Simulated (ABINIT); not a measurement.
Planning a run of ABINIT 10.8.3 on CsSrF3 (Pm-3m). The input:

```
acell 3*1.0 Angstrom
rprim 
  4.763247010000 0.000000000000 0.000000000000
  0.000000000000 4.763247010000 0.000000000000
  0.000000000000 0.000000000000 4.763247010000
ntypat 3
znucl 55 38 9
natom 5
typat 1 2 3 3 3
xred 
  0.000000000000 0.000000000000 0.000000000000
  0.500000000000 0.500000000000 0.500000000000
  0.000000000000 0.500000000000 0.500000000000
  0.500000000000 0.000000000000 0.500000000000
  0.500000000000 0.500000000000 0.000000000000
pp_dirpath "pseudos"
pseudos "Cs.upf, Sr.upf, F.upf"
ecut 36
ngkpt 2 2 2
nshiftk 1
shiftk 0 0 0
kptopt 1
chksymbreak 0
iscf -2
irdden 1
istwfk *1
nband 99
nbdbuf 8
tolwfr 1e-09
nstep 60
prtvol 0
indata_prefix "in"
outdata_prefix "out"
tmpdata_prefix "tmp"
```

```sh
OMP_NUM_THREADS=2 mpirun -n 4 abinit run.abi > log
```

Q: Estimate wall time and host memory on 4 MPI ranks of Arm Neoverse N1, shared host.

It took 35 s; on shared hardware allow 18 s to 70 s. Peak host memory was 0.36 GiB.

[Paths, hosts, dates, memory and timing lines, banners, echoed tables and standing remarks are left out of the program output.]

[Logs are printed without paths, hosts, clocks, repeated set-up lines and the standing remarks that a program may print on its own settings, such as how far it seeks lower states.]

[Runs of the session that timed out or met a known fault of the program may be left out.]

[Hosts, paths, dates, database ids (printed as entryN), source tags and the programs' standing remarks are cut or masked in the printed files.]

[G0W0 gaps are taken among the corrected bands and points alone; a level outside them can change the order at an edge.]

[Where Ansatz stands beside ABINIT at settings called matched, ABINIT's density can come from a denser mesh and the files from another edition; pairs whose starting gaps differed by over 0.03 eV were left out, so agreement reads better than it is.]
